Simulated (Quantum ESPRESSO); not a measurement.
**Magnetic state of FeI2 from several starts**

Does FeI2 prefer parallel or opposed moments?

Program: Quantum ESPRESSO 7.5. Level of theory: PBEsol with U = 4.5 eV on Fe d (ortho-atomic projectors); plane waves with GBRV 1.5 PBEsol potentials, no spin-orbit coupling. Results are calculated unless marked as measured.

The database entry behind the starting cell has ideal inner coordinates that were not refined, so it need not match the best structure at ambient conditions.

**1. The structure**

The structure is trigonal, space group P-3m1 (No. 164). The conventional cell has a = 4.040 Å, b = 4.040 Å, c = 6.750 Å, α = 90.00°, β = 90.00°, γ = 120.00°. Nearest to Fe lie 6 I at 2.88 Å. I has 3 Fe at 2.88 Å nearest. Farther neighbours and most contacts between anions are not listed.

The cell comes from the Crystallography Open Database.

**2. Run 1 (ferro +)**

The signs are those of the starting moments on the seeded atoms, the atoms that are given a moment.

pw.in reads:

```
&CONTROL
  calculation = 'scf'
  prefix = 'pwscf'
  outdir = './tmp'
  pseudo_dir = './pseudo'
  disk_io = 'nowf'
/
&SYSTEM
  ibrav = 0
  celldm(1) = 8
  nat = 3
  ntyp = 2
  ecutwfc = 40
  ecutrho = 280
  nbnd = 24
  occupations = 'smearing'
  smearing = 'fd'
  degauss = 0.00734986
  nspin = 2
  starting_magnetization(1) = 0.25
  starting_magnetization(2) = 0
/
&ELECTRONS
  conv_thr = 6d-09
  electron_maxstep = 150
  mixing_beta = 0.3
/
ATOMIC_SPECIES
Fe     55.8450 fe_pbesol_v1.5.uspp.F.UPF
I     126.9045 i_pbesol_v1.uspp.F.UPF
CELL_PARAMETERS alat
   0.9543116929360    0.0000000000000    0.0000000000000
  -0.4771558464680    0.8264581692137    0.0000000000000
   0.0000000000000    0.0000000000000    1.5944564176530
ATOMIC_POSITIONS crystal
Fe      0.0000000000    0.0000000000    0.0000000000
I       0.3333333333    0.6666666667    0.2500000000
I       0.6666666667    0.3333333333    0.7500000000
K_POINTS automatic
6 6 4 0 0 0
HUBBARD {ortho-atomic}
U Fe-3d 4.5000
```

Run with:

```bash
$ OMP_NUM_THREADS=1 mpirun -n 4 pw.x -nk 4 -in pw.in > pw.out
```

The program printed:

```text
Program PWSCF v.7.5 starts

     Message from routine setup:
     using ibrav=0 with symmetry is DISCOURAGED, use correct ibrav instead

     K-points division:     npool     =       4
     Subspace diagonalization in iterative solution of the eigenvalue problem:

     G-vector sticks info
     --------------------
     sticks:   dense  smooth     PW     G-vecs:    dense   smooth      PW
     Sum        1135     649    199                50917    21951    3647

     Using Slab Decomposition

     bravais-lattice index     =            0
     lattice parameter (alat)  =       8.0000  a.u.
     unit-cell volume          =     643.8634 (a.u.)^3
     number of atoms/cell      =            3
     number of atomic types    =            2
     number of electrons       =        30.00
     number of Kohn-Sham states=           24
     kinetic-energy cutoff     =      40.0000  Ry
     charge density cutoff     =     280.0000  Ry
     scf convergence threshold =      6.0E-09
     mixing beta               =       0.3000
     number of iterations used =            8  plain     mixing
     Exchange-correlation= SLA  PW   PSX  PSC
                           (   1   4  10   8   0   0   0)
     Hubbard projectors: ortho-atomic
     Hubbard parameters of DFT+U (Dudarev formulation) in eV:
     U(Fe-3d) =  4.5000

     Internal variables: lda_plus_u =T, lda_plus_u_kind = 0

     Internal variables: orbital_resolved =F, hub_pot_fix =F, apply_U = F

     celldm(1)=   8.000000  celldm(2)=   0.000000  celldm(3)=   0.000000
     celldm(4)=   0.000000  celldm(5)=   0.000000  celldm(6)=   0.000000

     crystal axes: (cart. coord. in units of alat)
               a(1) = (   0.954312   0.000000   0.000000 )
               a(2) = (  -0.477156   0.826458   0.000000 )
               a(3) = (   0.000000   0.000000   1.594456 )

     reciprocal axes: (cart. coord. in units 2 pi/alat)
               b(1) = (  1.047876  0.604991 -0.000000 )
               b(2) = (  0.000000  1.209983  0.000000 )
               b(3) = (  0.000000 -0.000000  0.627173 )

     PseudoPot. # 1 for Fe read from file:
     fe_pbesol_v1.5.uspp.F.UPF
     Pseudo is Ultrasoft + core correction, Zval = 16.0
     Generated by new atomic code, or converted to UPF format
     Using radial grid of  861 points,  6 beta functions with:
                l(1) =   0
                l(2) =   0
                l(3) =   1
                l(4) =   1
                l(5) =   2
                l(6) =   2
     Q(r) pseudized with  8 coefficients,  rinner =    1.000   1.000   1.000
                                                       1.000   1.000

     PseudoPot. # 2 for I  read from file:
     i_pbesol_v1.uspp.F.UPF
     Pseudo is Ultrasoft + core correction, Zval =  7.0
     Generated by new atomic code, or converted to UPF format
     Using radial grid of  893 points,  6 beta functions with:
                l(1) =   0
                l(2) =   0
                l(3) =   1
                l(4) =   1
                l(5) =   2
                l(6) =   2
     Q(r) pseudized with  8 coefficients,  rinner =    1.500   1.500   1.500
                                                       1.500   1.500

     atomic species   valence    mass     pseudopotential
     Fe               16.00    55.84500     Fe( 1.00)
     I                 7.00   126.90450     I ( 1.00)

     Starting magnetic structure
     atomic species   magnetization
     Fe              0.250
     I               0.000

     12 Sym. Ops., with inversion, found

   Cartesian axes

     site n.     atom                  positions (alat units)
         1        Fe     tau(   1) = (   0.0000000   0.0000000   0.0000000  )
         2        I      tau(   2) = (  -0.0000000   0.5509721   0.3986141  )
         3        I      tau(   3) = (   0.4771558   0.2754861   1.1958423  )

     number of k points=    24  Fermi-Dirac smearing, width (Ry)=  0.0073
                       cart. coord. in units 2pi/alat
        k(    1) = (   0.0000000   0.0000000   0.0000000), wk =   0.0069444
        k(    2) = (   0.0000000   0.0000000   0.1567932), wk =   0.0138889
        k(    3) = (   0.0000000   0.0000000  -0.3135865), wk =   0.0069444
        k(    4) = (   0.0000000   0.2016638   0.0000000), wk =   0.0416667
        k(    5) = (   0.0000000   0.2016638   0.1567932), wk =   0.0416667
        [... 19 further k-points ...]

     Dense  grid:    50917 G-vectors     FFT dimensions: (  45,  45,  72)

     Smooth grid:    21951 G-vectors     FFT dimensions: (  32,  32,  54)

     Check: negative core charge=   -0.000011
     Generating pointlists ...
     new r_m :   0.2805 (alat units)  2.2442 (a.u.) for type    1
     new r_m :   0.2805 (alat units)  2.2442 (a.u.) for type    2

     Initial potential from superposition of free atoms

     starting charge      28.9998, renormalised to      30.0000

     STARTING HUBBARD OCCUPATIONS:

     =================== HUBBARD OCCUPATIONS ===================
     ------------------------ ATOM    1 ------------------------
     Tr[ns(  1)] (up, down, total) =   5.00000  0.00000  5.00000
     Atomic magnetic moment for atom   1 =   5.00000
     [... lines left out ...]
     Number of occupied Hubbard levels =    5.0000

     Atomic wfc used for Hubbard projectors are orthogonalized

     Starting wfcs are   21 randomized atomic wfcs +    3 random wfcs

     Self-consistent Calculation

     iteration #  1     ecut=    40.00 Ry     beta= 0.30
     Davidson diagonalization with overlap
     ethr =  1.00E-02,  avg # of iterations =  5.5

     =================== HUBBARD OCCUPATIONS ===================
     ------------------------ ATOM    1 ------------------------
     Tr[ns(  1)] (up, down, total) =   4.94363  1.10209  6.04572
     Atomic magnetic moment for atom   1 =   3.84154
     [... lines left out ...]
     Number of occupied Hubbard levels =    6.0457

     Threshold (ethr) on eigenvalues was too large:
     Diagonalizing with lowered threshold

     Davidson diagonalization with overlap
     ethr =  6.36E-04,  avg # of iterations =  1.7

     total energy              =    -380.25220035 Ry
     estimated scf accuracy    <       0.20703352 Ry

     total magnetization       =     4.01 Bohr mag/cell
     absolute magnetization    =     4.06 Bohr mag/cell

     iteration #  2     ecut=    40.00 Ry     beta= 0.30
     Davidson diagonalization with overlap
     ethr =  6.90E-04,  avg # of iterations =  2.1

     total energy              =    -380.29405730 Ry
     estimated scf accuracy    <       0.03794775 Ry

     total magnetization       =     4.00 Bohr mag/cell
     absolute magnetization    =     4.01 Bohr mag/cell

     iteration #  3     ecut=    40.00 Ry     beta= 0.30
     Davidson diagonalization with overlap
     ethr =  1.26E-04,  avg # of iterations =  2.1

     total energy              =    -380.30410476 Ry
     estimated scf accuracy    <       0.02070612 Ry

     total magnetization       =     4.00 Bohr mag/cell
     absolute magnetization    =     4.03 Bohr mag/cell

     [... further iterations left out ...]

     iteration # 14     ecut=    40.00 Ry     beta= 0.30
     Davidson diagonalization with overlap
     ethr =  1.52E-08,  avg # of iterations =  1.9

     total energy              =    -380.32289924 Ry
     estimated scf accuracy    <       0.00000023 Ry

     total magnetization       =     4.00 Bohr mag/cell
     absolute magnetization    =     4.02 Bohr mag/cell

     iteration # 15     ecut=    40.00 Ry     beta= 0.30
     Davidson diagonalization with overlap
     ethr =  7.63E-10,  avg # of iterations =  4.6

     total energy              =    -380.32289971 Ry
     estimated scf accuracy    <       0.00000006 Ry

     total magnetization       =     4.00 Bohr mag/cell
     absolute magnetization    =     4.02 Bohr mag/cell

     iteration # 16     ecut=    40.00 Ry     beta= 0.30
     Davidson diagonalization with overlap
     ethr =  1.99E-10,  avg # of iterations =  2.1

     total energy              =    -380.32289995 Ry
     estimated scf accuracy    <          6.3E-09 Ry

     total magnetization       =     4.00 Bohr mag/cell
     absolute magnetization    =     4.02 Bohr mag/cell

     iteration # 17     ecut=    40.00 Ry     beta= 0.30
     Davidson diagonalization with overlap
     ethr =  2.09E-11,  avg # of iterations =  2.5

     Magnetic moment per site  (integrated on atomic sphere of radius R)
     atom   1 (R=0.281)  charge= 14.6344  magn=  3.6301
     atom   2 (R=0.281)  charge=  4.5353  magn=  0.1051
     atom   3 (R=0.281)  charge=  4.5353  magn=  0.1051

     End of self-consistent calculation

     =================== HUBBARD OCCUPATIONS ===================
     ------------------------ ATOM    1 ------------------------
     Tr[ns(  1)] (up, down, total) =   4.95204  1.28888  6.24092
     Atomic magnetic moment for atom   1 =   3.66316
     [... lines left out ...]
     Number of occupied Hubbard levels =    6.2409

     [... lines left out ...]
     the Fermi energy is     5.5641 ev

!    total energy              =    -380.32290005 Ry
     estimated scf accuracy    <          4.0E-09 Ry
     smearing contrib. (-TS)   =      -0.00623090 Ry
     internal energy E=F+TS    =    -380.31666916 Ry

     The total energy is F=E-TS. E is the sum of the following terms:
     one-electron contribution =    -254.69601742 Ry
     hartree contribution      =     136.28259375 Ry
     xc contribution           =    -124.68055783 Ry
     ewald contribution        =    -137.34007813 Ry
     Hubbard energy            =       0.11739047 Ry

     total magnetization       =     4.00 Bohr mag/cell
     absolute magnetization    =     4.02 Bohr mag/cell

     convergence has been achieved in  17 iterations

=------------------------------------------------------------------------------=
   JOB DONE.
=------------------------------------------------------------------------------=
```

The job ended after 76 s (4 MPI ranks of Intel Xeon at 2.50GHz (Skylake/Cascade Lake), shared host; peak memory 0.56 GiB; 4.3 min of CPU time).

Spin moment in the atom's sphere by atom:

```csv
atom,spin moment in the atom's sphere (μB)
Fe1,3.63
I2,0.11
I3,0.11
```

Read from the output:

- smearing term TS: 0.08478 eV
- magnetization: 3.999 μB
- absolute magnetization: 4.025 μB
- final state: ferromagnetic

(Part 1 of 2 ends here.)

[Logs and program files are shortened in this print: banners, set-up blocks, solver, clock and traceback lines can be left out without a mark of their own.]

[Logs are printed without paths, hosts, clocks, repeated set-up lines and the standing remarks that a program may print on its own settings, such as how far it seeks lower states.]

[Hosts, paths, dates, database ids (printed as entryN), source tags and the programs' standing remarks are cut or masked in the printed files.]

[Where a cell is said to come from a database of computed structures, the database is the Materials Project.]
